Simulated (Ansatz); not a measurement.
Consider Cs2TcCl6 (started from the K2PtCl6 type) (Fm-3m).

The structure was built from a prototype and need not be the compound's stable phase.

```
Cs Tc Cl
1.0
     0.00000    4.87891    4.87891
     4.87891    0.00000    4.87891
     4.87891    4.87891    0.00000
Cs Tc Cl
2 1 6
Direct
  0.25000 0.25000 0.25000
  0.75000 0.75000 0.75000
  0.00000 0.00000 0.00000
  0.23797 0.23797 0.76203
  0.76203 0.76203 0.23797
  0.23797 0.76203 0.23797
  0.76203 0.23797 0.76203
  0.76203 0.23797 0.23797
  0.23797 0.76203 0.76203
```

The structure was relaxed with LDA. The structure type comes from a generator and need not be one that this composition takes. The structure was generated from a model, not taken from a measurement. The runs that relaxed it are not among those shown. The program's search for lower electronic states was switched off, so nothing shows that the state found is the lowest. Spin-orbit coupling is left out unless a run names it. PAW set soft_2, made with PBE.

A constrained-RPA run (Ansatz 0.2.0; non-magnetic LDA; Tc d + anion p, bands v20 to c3, 2×2×2 mesh, medium accuracy) builds 23 functions on bands 8.7 eV wide, with 39.0 electrons in the window. The bare on-site interaction is 14.8 eV and the bare J 0.55 eV.

**Question.** Estimate U, U′ and J.

On the Tc d shell, U = 6.27 eV (42 % of the bare value), U′ = 5.40 eV, J = 0.42 eV.

The parent state is non-magnetic and the interaction static (zero frequency); U depends on the window and the orbitals, so it belongs to this model alone. A window that holds the anion p bands defines a model with explicit ligands; its U belongs to that model and is not the U of DFT+U. Coarse meshes can leave U off its limit, most where the target bands are metallic.

[Paths, hosts, dates, memory and timing lines, banners, echoed tables and standing remarks are left out of the program output.]

[Logs are printed without paths, hosts, clocks, repeated set-up lines and the standing remarks that a program may print on its own settings, such as how far it seeks lower states.]

[Runs of the session that timed out or met a known fault of the program may be left out.]

[Hosts, paths, dates, database ids (printed as entryN), source tags and the programs' standing remarks are cut or masked in the printed files.]
